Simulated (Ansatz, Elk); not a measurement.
**How far do independent atoms describe Ca2MgSn2?**

Structure refinements treat a crystal as free atoms side by side. For a made-up structure of Ca2MgSn2 (cell and positions from a PBEsol relaxation) the runs below show what the calculated density changes in F(hkl).

Method: DFT, PBE, all-electron APW+lo, Dirac cores, scalar-relativistic bands, static density, no spin, in Elk 11.2.3 (patched build).

The structure was built from a prototype and need not be the compound's stable phase.

### 1. Starting point

Symmetry: Immm, No. 71, orthorhombic system. The conventional cell has a = 4.627 Å, b = 6.505 Å, c = 9.311 Å, α = 90.00°, β = 90.00°, γ = 90.00°. Sn has 2 Mg at 2.91 Å and 1 Sn at 2.96 Å and 6 Ca at 3.31 to 3.32 Å nearest. Nearest to Ca lie 6 Sn at 3.31 to 3.32 Å and 2 Mg at 3.63 Å. Nearest to Mg lie 4 Sn at 2.91 Å and 4 Ca at 3.63 Å. Farther neighbours are not listed.

### 2. Ground state and structure factors

An all-electron density is needed, since X-rays see the cores too. Task 0 finds the density and task 195 Fourier-transforms it; tshift is off so that phases refer to the origin typed.

File elk.in:

```
tasks
  0
  195

xctype
  20

spinpol
  .false.

rgkmax
  7.0

gmaxvr
  14.0

lmaxo
  7

lmaxapw
  8

swidth
  0.002

tshift
  .false.

ramdisk
  .false.

hmaxvr
  5.5

maxscl
  120

epspot
  1e-06

sppath
  './'

avec
  -4.37170700526 6.14651441478 8.79734351579
  4.37170700526 -6.14651441478 8.79734351579
  4.37170700526 6.14651441478 -8.79734351579

atoms
  3
  'Sn.in'
  2
  0.2721593094 0.5000000000 0.7721593094   0.000000 0.000000 0.000000
  0.7278406906 0.5000000000 0.2278406906   0.000000 0.000000 0.000000
  'Ca.in'
  2
  0.2999941740 0.7999941740 0.5000000000   0.000000 0.000000 0.000000
  0.7000058260 0.2000058260 0.5000000000   0.000000 0.000000 0.000000
  'Mg.in'
  1
  -0.0000000000 -0.0000000000 0.0000000000   0.000000 0.000000 0.000000

ngridk
  6 6 6
```

Run with:

```bash
$ OMP_NUM_THREADS=4 elk
```

Numbers of over 12 decimals in the logs are rounded to 6 here.

The log of the run:

```text
┌─────────────────────────┐
│ Elk code version 11.2.3 │
└─────────────────────────┘

All units are atomic (Hartree, Bohr, etc.)

┌─────────────────────────────────────────────────┐
│ Ground-state run starting from atomic densities │
└─────────────────────────────────────────────────┘

Lattice vectors :
  -4.371707005       6.146514415       8.797343516
   4.371707005      -6.146514415       8.797343516
   4.371707005       6.146514415      -8.797343516

Reciprocal lattice vectors :
 -0.3504517912E-17  0.5111177558      0.3571069662
  0.7186192144     -0.7204300753E-17  0.3571069662
  0.7186192144      0.5111177558     -0.5938525991E-17

Unit cell volume      :    945.5652294
Brillouin zone volume :   0.2623300918

Muffin-tin inner radius fraction :   0.1000000000E-01

Nuclei treated as point charges

Species : 1 (Sn)
 parameters loaded from : Sn.in
 name : tin
 nuclear charge    :   -50.00000000
 electronic charge :    50.00000000
 atomic mass :    216395.0922
 muffin-tin radius :    2.600000000
 number of radial points in muffin-tin :   1193
 inner part over the whole radius :   0.9914297220E-02
 number on inner part of muffin-tin    :    850
 approximate nuclear radius :   0.8828114845E-04
 number of mesh points to nuclear radius :    428
 atomic positions (lattice), magnetic fields (Cartesian) :
  1 :   0.27215931  0.50000000 -0.22784069    0.00000000  0.00000000  0.00000000
  2 :  -0.27215931  0.50000000  0.22784069    0.00000000  0.00000000  0.00000000

Species : 2 (Ca)
 parameters loaded from : Ca.in
 name : calcium
 nuclear charge    :   -20.00000000
 electronic charge :    20.00000000
 atomic mass :    73057.72475
 muffin-tin radius :    2.400000000
 number of radial points in muffin-tin :    993
 inner part over the whole radius :   0.9970789793E-02
 number on inner part of muffin-tin    :    698
 approximate nuclear radius :   0.6614485811E-04
 number of mesh points to nuclear radius :    321
 atomic positions (lattice), magnetic fields (Cartesian) :
  1 :   0.29999417 -0.20000583  0.50000000    0.00000000  0.00000000  0.00000000
  2 :  -0.29999417  0.20000583  0.50000000    0.00000000  0.00000000  0.00000000

Species : 3 (Mg)
 parameters loaded from : Mg.in
 name : magnesium
 nuclear charge    :   -12.00000000
 electronic charge :    12.00000000
 atomic mass :    44305.30466
 muffin-tin radius :    2.200000000
 number of radial points in muffin-tin :    793
 inner part over the whole radius :   0.9941530515E-02
 number on inner part of muffin-tin    :    552
 approximate nuclear radius :   0.5710277704E-04
 number of mesh points to nuclear radius :    241
 atomic positions (lattice), magnetic fields (Cartesian) :
  1 :   0.00000000  0.00000000  0.00000000    0.00000000  0.00000000  0.00000000

Total number of atoms per unit cell :    5
Total muffin-tin volume :    307.6582630
 ratio of muffin-tin to unit cell volume :   0.3253696872

Spin treatment :
 spin-unpolarised

Number of Bravais lattice symmetries :    8
Number of crystal symmetries         :    8
Crystal has inversion symmetry
Real symmetric eigensolver will be used

k-point grid :      6     6     6
k-point offset :    0.000000000       0.000000000       0.000000000
k-point set is reduced with full crystal symmetry group
Total number of k-points :       46

Muffin-tin radius times maximum |G+k| :    7.000000000
 using average radius
Maximum |G+k| for APW functions       :    2.868852459
Maximum (1/2)|G+k|²                   :    4.115157216
Maximum |G| for potential and density :    14.00000000
Constant for pseudocharge density :    9
 order of it for each species :   16  16  16
 order of it for pair densities of each species (exact exchange by exxq0 0: 17) :   11   9   7
Radial integration step length :    1

G-vector grid sizes :     54    54    54
Number of G-vectors :    43835

Maximum angular momentum used for
 APW functions            :    8
 outer part of muffin-tin :    7
 inner part of muffin-tin :    2

Total nuclear charge    :   -152.0000000
[...]
xc potential                :     -553.75712026150
 exchange                    :     -412.14196789484
 correlation                 :     -7.495728
 electron entropic           :    -0.73411230815484E-03
 total energy                :     -13922.910554252

Density of states at Fermi energy :    55.60272791
 (states/Hartree/unit cell)

Estimated indirect band gap :   0.8648050984E-03
 from k-point 11 to k-point 18
Estimated direct band gap   :   0.3989195036E-02
 at k-point 46

Charges :
 core                        :    82.00000000
 valence                     :    70.00000000
 interstitial                :    8.542947570
 muffin-tins (core leakage)
  species : 1 (Sn)
   atom 1                    :    48.31175164     (  0.6834304400E-04)
[...]
species : 2 (Ca)
[...]
species : 3 (Mg)
[...]
total in muffin-tins        :    143.4570524
 total calculated charge     :    151.9998369
 total charge                :    152.0000000
 error                       :   0.1631433806E-03

RMS change in Kohn-Sham potential (target) :   0.3848416469     (  0.1000000000E-05)
Absolute change in total energy (target)   :    2.795297498     (  0.1000000000E-03)

[... loops 3 to 13 left out ...]

┌──────────────────┐
│ Loop number : 14 │
└──────────────────┘

Energies :
 Fermi                       :     0.185978
 sum of occupied eigenvalues :     -8363.5008312982
 electron kinetic            :      14582.141766364
 core electron kinetic       :      13953.299168029
 Coulomb                     :     -28081.925133291
 Coulomb potential           :     -22399.064177290
 nuclear-nuclear             :     -1296.7749383478
 electron-nuclear            :     -31195.864046624
 Hartree                     :      4410.7138516808
 Madelung                    :     -16882.393044646
 xc potential                :     -546.57842037274
 exchange                    :     -412.09596407420
 correlation                 :     -7.497432
 electron entropic           :    -0.84530799078965E-03
 total energy                :     -13919.377608506

Density of states at Fermi energy :    62.58025758
 (states/Hartree/unit cell)

Estimated indirect band gap :   0.3470251749E-03
 from k-point 42 to k-point 5
Estimated direct band gap   :   0.2779668580E-02
 at k-point 42

Charges :
 core                        :    82.00000000
 valence                     :    70.00000000
 interstitial                :    8.681091613
 muffin-tins (core leakage)
  species : 1 (Sn)
[...]
species : 2 (Ca)
[...]
species : 3 (Mg)
[...]
total in muffin-tins        :    143.3189084
 total calculated charge     :    151.9998441
 total charge                :    152.0000000
 error                       :   0.1558851965E-03

RMS change in Kohn-Sham potential (target) :   0.1671185121E-06 (  0.1000000000E-05)
Absolute change in total energy (target)   :   0.8441414502E-04 (  0.1000000000E-03)

Convergence targets achieved

┌──────────────────┐
│ Loop number : 15 │
└──────────────────┘

Energies :
 Fermi                       :     0.185978
 sum of occupied eigenvalues :     -8363.5008231158
 electron kinetic            :      14582.141774472
 core electron kinetic       :      13953.299176919
 Coulomb                     :     -28081.925132640
 Coulomb potential           :     -22399.064179782
 nuclear-nuclear             :     -1296.7749383478
 electron-nuclear            :     -31195.864043093
 Hartree                     :      4410.7138488007
 Madelung                    :     -16882.393042749
 xc potential                :     -546.57841780609
 exchange                    :     -412.09596398149
 correlation                 :     -7.497432
 electron entropic           :    -0.84530768376562E-03
 total energy                :     -13919.377599654

Density of states at Fermi energy :    62.58023208
 (states/Hartree/unit cell)

Estimated indirect band gap :   0.3470516188E-03
 from k-point 42 to k-point 5
Estimated direct band gap   :   0.2779667660E-02
 at k-point 42

Charges :
 core                        :    82.00000000
 valence                     :    70.00000000
 interstitial                :    8.681091635
 muffin-tins (core leakage)
  species : 1 (Sn)
[...]
species : 2 (Ca)
   atom 1                    :    18.15880867     ( -0.1987696603E-06)
   atom 2                    :    18.15880867     ( -0.1987696603E-06)
  species : 3 (Mg)
   atom 1                    :    10.46824573     ( -0.9828258785E-07)
 total in muffin-tins        :    143.3189084
 total calculated charge     :    151.9998441
 total charge                :    152.0000000
 error                       :   0.1558852164E-03

┌──────────────────────────────┐
│ Self-consistent loop stopped │
└──────────────────────────────┘

Wrote STATE.OUT
```

Wall time 44 s (4 threads of AMD EPYC 7B13 (Zen 3), shared host); peak memory 0.27 GiB.

SFACRHO.OUT:

```text

h k l indices transformed by vhmat matrix:
   1.000000000       0.000000000       0.000000000    
   0.000000000       1.000000000       0.000000000    
   0.000000000       0.000000000       1.000000000    

      h      k      l  multipl.   |H|            Re(F)            Im(F)           |F|

      0      0      0      1   0.0000000       152.00000      0.32206359E-15   152.00000    
      1      0      0      4  0.62351162      -13.351564      0.33017604E-14   13.351564    
      1      1     -1      2  0.71421393       74.639667     -0.13093954E-13   74.639667    
      0     -1      0      4  0.80245807      -70.158041     -0.32805796E-14   70.158041    
     -1      1      0      4  0.88184746      -10.683292      0.34381703E-13   10.683292    
      1     -1      1      2   1.0222355      -42.486712      0.63158665E-13   42.486712    
      1      1      0      8   1.1347936       45.399634     -0.49089088E-14   45.399634    
      2      1     -1      4   1.1870003       21.733393     -0.32560475E-14   21.733393    
      0     -2      2      4   1.2470232      -93.773187      0.42640768E-13   93.773187    
     -2     -1      2      4   1.2900163      -95.660401      0.60679312E-13   95.660401    
     -1      2     -1      8   1.2995785       95.565226      0.37742848E-13   95.565226    
     -2     -2      2      2   1.4284279       95.609017      0.14746926E-13   95.609017    
      1     -1     -1      2   1.4372384       114.58773      0.50372820E-13   114.58773    
      0     -1     -1      8   1.5666592      -10.678813     -0.98463963E-14   10.678813    
      1     -2      2      4   1.5743880       30.716386     -0.14762692E-13   30.716386    
      0      2      0      4   1.6049161       62.218488      0.11483005E-13   62.218488    
      3      0     -1      8   1.6459367       58.968435      0.60714727E-13   58.968435    
     -2     -2      1      8   1.6787082       10.408571     -0.33873000E-17   10.408571
```

Elk indexes on the primitive cell of elk.in and gives |H| = 4π sin θ/λ in inverse bohr. Below, one row stands for each form hkl of the conventional cell (m members, Friedel mates merged), F is for one primitive cell and the density is static (no thermal factor). Free-atom factors are Waasmaier and Kirfel's, and R is Σm||F|−|F'||/Σm|F|.

```
hkl  m  sin θ/λ (Å⁻¹)  abs F, DFT  neutral atoms   diff.
011  4          0.094      13.352         13.209  +0.143
002  2          0.107      74.640         74.523  +0.117
101  4          0.121      70.158         69.902  +0.256
110  4          0.133      10.683         10.374  +0.309
020  2          0.154      42.487         42.177  +0.310
112  8          0.171      45.400         45.309  +0.090
013  4          0.178      21.733         21.614  +0.119
022  4          0.188      93.773         93.707  +0.066
103  4          0.194      95.660         95.903  -0.242
121  8          0.195      95.565         95.737  -0.171
004  2          0.215      95.609         96.017  -0.408
200  2          0.216     114.588        114.979  -0.391
211  8          0.236      10.679         10.603  +0.076
031  4          0.237      30.716         31.010  -0.293
202  4          0.241      62.218         62.725  -0.506
123  8          0.247      58.968         59.329  -0.360
114  8          0.252      10.409         10.430  -0.022
130  4          0.255      47.847         47.847  +0.000
024  4          0.264      54.641         54.861  -0.220
220  4          0.265      37.157         37.414  -0.258
132  8          0.276       1.474          1.609  -0.135
015  4          0.279      26.708         26.678  +0.029
```

### 3. The highest occupied states alone

An energy window below the Fermi level keeps the highest occupied states, to see at which angles they scatter; shallow core shells can lie inside it and anion s states outside. No new self-consistency is needed.

elk.in: that of step 2 with these lines changed.

```diff
@@ -1,3 +1,2 @@
 tasks
-  0
   195
@@ -40,2 +39,5 @@
 
+wsfac
+  -0.255010 0.485980
+
 sppath
```

Run with:

```bash
$ OMP_NUM_THREADS=4 elk
```

The log of the run:

```text
┌─────────────────────────────────┐
│ Elk code version 11.2.3 started │
└─────────────────────────────────┘

Info(readinput): the functional depends on the density's gradient
 muffin-tin radial points multiplied by    2.00000
 (not where nrmtscf is given)

┌────────────────────┐
│ Current task : 195 │
└────────────────────┘

Info(sfacrho): density structure factors written to SFACRHO.OUT

 Energy window :  -0.2550100000      0.4859800000

┌──────────────────┐
│ Elk code stopped │
└──────────────────┘
```

Wall time 13 s (4 threads); peak memory 0.16 GiB; 15 s of CPU time.

States within 12 eV below the Fermi level hold 14.00 electrons; any levels below the window count with the cores. Their amplitudes can exceed the total, where window and core parts have opposite phase:

```csv
hkl,sin θ/λ (Å⁻¹),"abs F, window","abs F, all"
011,0.094,0.160,13.352
002,0.107,3.954,74.640
101,0.121,2.611,70.158
110,0.133,0.241,10.683
020,0.154,1.670,42.487
112,0.171,0.329,45.400
013,0.178,0.035,21.733
022,0.188,0.636,93.773
103,0.194,0.226,95.660
121,0.195,0.371,95.565
```

### 4. Another functional

The difference from free atoms is small, so it is set against the change that LDA (Perdew-Wang) makes.

elk.in: that of step 3 with these lines changed.

```diff
@@ -1,2 +1,3 @@
 tasks
+  0
   195
@@ -4,3 +5,3 @@
 xctype
-  20
+  3
 
@@ -39,5 +40,2 @@
 
-wsfac
-  -0.255010 0.485980
-
 sppath
```

Run with:

```bash
$ OMP_NUM_THREADS=4 elk
```

The log of the run:

```text
┌─────────────────────────┐
│ Elk code version 11.2.3 │
└─────────────────────────┘

All units are atomic (Hartree, Bohr, etc.)

┌─────────────────────────────────────────────────┐
│ Ground-state run starting from atomic densities │
└─────────────────────────────────────────────────┘

Lattice vectors :
  -4.371707005       6.146514415       8.797343516
   4.371707005      -6.146514415       8.797343516
   4.371707005       6.146514415      -8.797343516

Reciprocal lattice vectors :
 -0.3504517912E-17  0.5111177558      0.3571069662
[...]
interstitial                :    8.601570262
 muffin-tins (core leakage)
  species : 1 (Sn)
[...]
species : 2 (Ca)
[...]
atom 2                    :    18.16489422     ( -0.3473976880E-05)
  species : 3 (Mg)
   atom 1                    :    10.47867400     ( -0.1573064653E-05)
 total in muffin-tins        :    143.3984297
 total calculated charge     :    151.9998563
 total charge                :    152.0000000
 error                       :   0.1436973837E-03

┌──────────────────────────────┐
│ Self-consistent loop stopped │
└──────────────────────────────┘

Wrote STATE.OUT
[key lines of the parts left out:]
total energy                :     -13904.700167640
```

Elapsed: 32 s, on 4 threads; peak memory 0.22 GiB.

Against the first run R = 0.04 %; the largest change is -0.071 at 040.

### 5. Basis size

The basis and the expansions that go with it are enlarged, to see whether the differences are converged.

elk.in: that of step 4 with these lines changed.

```diff
@@ -5,3 +5,3 @@
 xctype
-  3
+  20
 
@@ -11,12 +11,12 @@
 rgkmax
-  7.0
+  8.5
 
 gmaxvr
-  14.0
+  18.0
 
 lmaxo
-  7
+  9
 
 lmaxapw
-  8
+  10
```

Run with:

```bash
$ OMP_NUM_THREADS=4 elk
```

The log of the run:

```text
┌─────────────────────────┐
│ Elk code version 11.2.3 │
└─────────────────────────┘

All units are atomic (Hartree, Bohr, etc.)

┌─────────────────────────────────────────────────┐
│ Ground-state run starting from atomic densities │
└─────────────────────────────────────────────────┘

Lattice vectors :
  -4.371707005       6.146514415       8.797343516
   4.371707005      -6.146514415       8.797343516
   4.371707005       6.146514415      -8.797343516

Reciprocal lattice vectors :
 -0.3504517912E-17  0.5111177558      0.3571069662
[...]
interstitial                :    8.669043615
 muffin-tins (core leakage)
  species : 1 (Sn)
[...]
species : 2 (Ca)
[...]
atom 2                    :    18.15987797     ( -0.1987704668E-06)
  species : 3 (Mg)
   atom 1                    :    10.46971033     ( -0.9828258918E-07)
 total in muffin-tins        :    143.3309564
 total calculated charge     :    151.9998617
 total charge                :    152.0000000
 error                       :   0.1383048257E-03

┌──────────────────────────────┐
│ Self-consistent loop stopped │
└──────────────────────────────┘

Wrote STATE.OUT
[key lines of the parts left out:]
total energy                :     -13919.395295994
```

Wall time 1.8 min (4 threads); peak memory 0.52 GiB; 5 min of CPU time.

Against the first run R = 0.00 %; the largest change is -0.008 at 400.

### 6. Settings against the effect

```
                              run  R against the first run (%)  R against neutral atoms, low angle (%)  wall time
                    PBE, rgkmax 7                         0.00                                    0.35       44 s
                LDA (Perdew-Wang)                         0.04                                    0.36       32 s
rgkmax 8.5 with larger expansions                         0.00                                    0.35    1.8 min
```

### 7. Summary of results

```json
{
  "R against neutral atoms, sin θ/λ < 0.3 Å⁻¹": "0.35 %",
  "R against neutral atoms, 0.3 to 0.58 Å⁻¹": "0.11 %"
}
```

What this shows: Independent neutral atoms miss the calculated amplitudes by R = 0.35 % below 0.3 Å⁻¹ and 0.11 % from there to 0.58 Å⁻¹; by shells, 0.58 % below 0.15 Å⁻¹ (4 forms), 0.33 % 0.15 to 0.3 (22 forms), 0.05 % 0.3 to 0.45 (51 forms), 0.15 % above 0.45 (72 forms). Bonding, aspherical density and the tables' own atoms all enter these figures, and the runs don't part them. The largest change of an amplitude is -0.51 electrons, at 202. The window's part falls from 14.0 electrons at the origin to at most 0.24 between 0.45 and 0.58 Å⁻¹. Below 0.3 Å⁻¹ the changes that finished (LDA (Perdew-Wang) and rgkmax 8.5 with larger expansions) move F by R = 0.03 % at most, against the 0.35 % that separates it from free atoms. The k-mesh has no finished test. Part of the difference isn't bonding: the tables are fits to free atoms and ions calculated by other methods than this functional. Thermal motion, anomalous dispersion and extinction are left out.

[Logs are printed without paths, hosts, clocks, repeated set-up lines and the standing remarks that a program may print on its own settings, such as how far it seeks lower states.]

[Hosts, paths, dates, database ids (printed as entryN), source tags and the programs' standing remarks are cut or masked in the printed files.]
